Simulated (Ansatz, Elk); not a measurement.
# Bonding as seen by X-rays: AsN2

Structure refinements treat a crystal as free atoms side by side. For a made-up structure of AsN2 (cell and positions from a PBEsol relaxation) the runs below show what the calculated density changes in F(hkl).

Calculated with Elk 11.2.3 (patched build); DFT, PBE, all-electron APW+lo, Dirac cores, scalar-relativistic bands, static density, no spin.

This account leaves out most program logs.

The structure was built from a prototype and need not be the compound's stable phase.

**1. Starting point**

The structure is tetragonal, space group I4/mcm (No. 140). The conventional cell has a = 4.785 Å, b = 4.785 Å, c = 5.620 Å, α = 90.00°, β = 90.00°, γ = 90.00°. Nearest to As lie 8 N at 2.45 Å. Nearest to N lie 1 N at 1.23 Å. Farther neighbours and most contacts between anions are not listed.

Coordinates:

```cif
data_structure
_symmetry_space_group_name_H-M 'P 1'
_symmetry_Int_Tables_number 1
_cell_length_a 4.3983
_cell_length_b 4.3983
_cell_length_c 4.3983
_cell_angle_alpha 114.087
_cell_angle_beta 114.087
_cell_angle_gamma 100.589
_cell_volume 64.35
loop_
_atom_site_label
_atom_site_type_symbol
_atom_site_fract_x
_atom_site_fract_y
_atom_site_fract_z
_atom_site_occupancy
As1 As 0.75000 0.75000 0.00000 1
As2 As 0.25000 0.25000 0.00000 1
N3 N 0.40929 0.09071 0.50000 1
N4 N 0.90929 0.40929 0.31859 1
N5 N 0.59071 0.90929 0.50000 1
N6 N 0.09071 0.59071 0.68141 1
```

**2. Ground state and structure factors**

An all-electron density is needed, since X-rays see the cores too. Task 0 finds the density and task 195 Fourier-transforms it; tshift is off so that phases refer to the origin typed.

elk.in

```
tasks
  0
  195

xctype
  20

spinpol
  .false.

rgkmax
  7.0

gmaxvr
  14.0

lmaxo
  7

lmaxapw
  8

swidth
  0.002

tshift
  .false.

ramdisk
  .false.

hmaxvr
  5.5

maxscl
  120

epspot
  1e-06

sppath
  './'

avec
  -4.52156198699 4.52156198699 5.30982701404
  4.52156198699 -4.52156198699 5.30982701404
  4.52156198699 4.52156198699 -5.30982701404

atoms
  2
  'As.in'
  2
  0.7500000000 0.7500000000 0.0000000000   0.000000 0.000000 0.000000
  0.2500000000 0.2500000000 0.0000000000   0.000000 0.000000 0.000000
  'N.in'
  4
  0.4092932707 0.0907067293 0.5000000000   0.000000 0.000000 0.000000
  0.9092932707 0.4092932707 0.3185865413   0.000000 0.000000 0.000000
  0.5907067293 0.9092932707 0.5000000000   0.000000 0.000000 0.000000
  0.0907067293 0.5907067293 0.6814134587   0.000000 0.000000 0.000000

ngridk
  7 7 7
```

Launch:

```
OMP_NUM_THREADS=4 elk
```

The job ended after 1.9 min (4 threads of Arm Neoverse N1, shared host; peak memory 0.2 GiB; 6.8 min of CPU time).

SFACRHO.OUT:

```text

h k l indices transformed by vhmat matrix:
   1.000000000       0.000000000       0.000000000    
   0.000000000       1.000000000       0.000000000    
   0.000000000       0.000000000       1.000000000    

      h      k      l  multipl.   |H|            Re(F)            Im(F)           |F|

      0      0      0      1   0.0000000       93.999998     -0.62989023E-16   93.999998    
      0      1      0      8  0.91258300     -0.34010465E-09 -0.18831617E-15  0.34010465E-09
      1     -1      0      4  0.98259914       41.173509     -0.39685471E-15   41.173509    
      1      1     -1      2   1.1833126      -33.894162     -0.28294228E-14   33.894162    
      1     -1     -1      4   1.3896050       59.141945      0.11298970E-14   59.141945    
      1      1      0      8   1.5380929      -61.879002      0.48962203E-14   61.879002    
     -1      2      0      8   1.6624710       7.9336745     -0.94158084E-15   7.9336745    
      0      1      1      8   1.6624710      -7.9336745      0.37663233E-14   7.9336745    
      2      0      0      8   1.8251660      -41.115987     -0.11298970E-14   41.115987    
     -1     -2      1      8   1.9061126     -0.20133009E-08 -0.24481102E-14  0.20133009E-08
      2     -2      0      4   1.9651983       47.843280     -0.49688731E-14   47.843280    
     -1      2      1      8   2.1667515      0.27306130E-08  -0.0000000      0.27306130E-08
      1     -1     -2      4   2.1971585       44.911227     -0.32013748E-14   44.911227    
     -2      2      1      4   2.1971585       44.911227     -0.30130587E-14   44.911227    
      1      1      1      8   2.2939558      -40.591174     -0.56494850E-15   40.591174    
     -1     -2      0      8   2.3588699      -5.3910636     -0.26364263E-14   5.3910636    
     -3      0      2      8   2.3588699       5.3910636      0.33896910E-14   5.3910636    
      2      2     -2      2   2.3666252       52.879716     -0.41404484E-14   52.879716
```

Elk indexes on the primitive cell of elk.in and gives |H| = 4π sin θ/λ in inverse bohr. Below, one row stands for each form hkl of the conventional cell (m members, Friedel mates merged), F is for one primitive cell and the density is static (no thermal factor). Free-atom factors are Waasmaier and Kirfel's, and R is Σm||F|−|F'||/Σm|F|. Elk warned that it couldn't find a linearisation energy, which lowers the accuracy of some states in this run and its variants.

```csv
hkl,m,sin θ/λ (Å⁻¹),"abs F, DFT",neutral atoms,diff.
101,8,0.137,0.000,0.000,+0.000
110,4,0.148,41.173,41.417,-0.244
002,2,0.178,33.894,34.550,-0.656
200,4,0.209,59.142,59.141,+0.001
112,8,0.231,61.879,61.681,+0.198
211,16,0.250,7.934,7.494,+0.440
202,8,0.275,41.116,41.268,-0.152
103,8,0.287,0.000,0.000,+0.000
220,4,0.295,47.843,48.043,-0.200
301,8,0.326,0.000,0.000,+0.000
310,8,0.330,44.911,44.935,-0.024
222,8,0.345,40.591,40.734,-0.143
213,16,0.355,5.391,5.320,+0.071
004,2,0.356,52.880,52.839,+0.041
```

**3. The highest occupied states alone**

An energy window below the Fermi level keeps the highest occupied states, to see at which angles they scatter; shallow core shells can lie inside it and anion s states outside. No new self-consistency is needed.

Edit elk.in of step 2 so:

```diff
@@ -1,3 +1,2 @@
 tasks
-  0
   195
@@ -40,2 +39,5 @@
 
+wsfac
+  -0.209090 0.642150
+
 sppath
```

Launch:

```
OMP_NUM_THREADS=4 elk
```

Elapsed: 10 s, on 4 threads; peak memory 0.16 GiB; 13 s of CPU time.

States within 15 eV below the Fermi level hold 26.00 electrons; any levels below the window count with the cores. Their amplitudes can exceed the total, where window and core parts have opposite phase:

```csv
hkl,sin θ/λ (Å⁻¹),"abs F, window","abs F, all"
101,0.137,0.000,0.000
110,0.148,3.450,41.173
002,0.178,7.376,33.894
200,0.209,3.411,59.142
112,0.231,5.133,61.879
211,0.250,3.954,7.934
202,0.275,1.074,41.116
103,0.287,0.000,0.000
220,0.295,0.367,47.843
301,0.326,0.000,0.000
```

**4. Another functional**

The difference from free atoms is small, so it is set against the change that LDA (Perdew-Wang) makes.

Edit elk.in of step 3 so:

```diff
@@ -1,2 +1,3 @@
 tasks
+  0
   195
@@ -4,3 +5,3 @@
 xctype
-  20
+  3
 
@@ -39,5 +40,2 @@
 
-wsfac
-  -0.209090 0.642150
-
 sppath
```

Launch:

```
OMP_NUM_THREADS=4 elk
```

Elapsed: 76 s, on 4 threads; peak memory 0.19 GiB; 4.7 min of CPU time.

Against the first run R = 0.06 %; the largest change is +0.080 at 002.

**5. Basis size**

The basis and the expansions that go with it are enlarged, to see whether the differences are converged.

Edit elk.in of step 4 so:

```diff
@@ -5,3 +5,3 @@
 xctype
-  3
+  20
 
@@ -11,12 +11,12 @@
 rgkmax
-  7.0
+  8.5
 
 gmaxvr
-  14.0
+  18.0
 
 lmaxo
-  7
+  9
 
 lmaxapw
-  8
+  10
```

Launch:

```
OMP_NUM_THREADS=4 elk
```

Elapsed: 6.1 min, on 4 threads; peak memory 0.58 GiB; 23 min of CPU time.

Against the first run R = 0.05 %; the largest change is -0.036 at 006.

**6. Settings against the effect**

```csv
run,R against the first run (%),"R against neutral atoms, low angle (%)",wall time
"PBE, rgkmax 7",0.00,0.80,1.9 min
LDA (Perdew-Wang),0.06,0.72,76 s
rgkmax 8.5 with larger expansions,0.05,0.82,6.1 min
```

**7. Summary of results**

| Quantity | Value |
| --- | --- |
| R against neutral atoms, sin θ/λ < 0.3 Å⁻¹ | 0.80 % |
| R against neutral atoms, 0.3 to 0.83 Å⁻¹ | 0.35 % |

**Reading.** Independent neutral atoms miss the calculated amplitudes by R = 0.80 % below 0.3 Å⁻¹ and 0.35 % from there to 0.83 Å⁻¹; by shells, 0.59 % below 0.15 Å⁻¹ (1 form), 0.83 % 0.15 to 0.3 (6 forms), 0.29 % 0.3 to 0.45 (11 forms), 0.36 % above 0.45 (78 forms). Bonding, aspherical density and the tables' own atoms all enter these figures, and the runs don't part them. The largest change of an amplitude is -0.66 electrons, at 002. The window's part falls from 26.0 electrons at the origin to at most 1.07 between 0.45 and 0.83 Å⁻¹, where compact states inside the window still scatter. Below 0.3 Å⁻¹ the changes that finished (LDA (Perdew-Wang) and rgkmax 8.5 with larger expansions) move F by R = 0.09 % at most, against the 0.80 % that separates it from free atoms. The k-mesh has no finished test. Part of the difference isn't bonding: the tables are fits to free atoms and ions calculated by other methods than this functional. Thermal motion, anomalous dispersion and extinction are left out.

[Logs are printed without paths, hosts, clocks, repeated set-up lines and the standing remarks that a program may print on its own settings, such as how far it seeks lower states.]

[Hosts, paths, dates, database ids (printed as entryN), source tags and the programs' standing remarks are cut or masked in the printed files.]
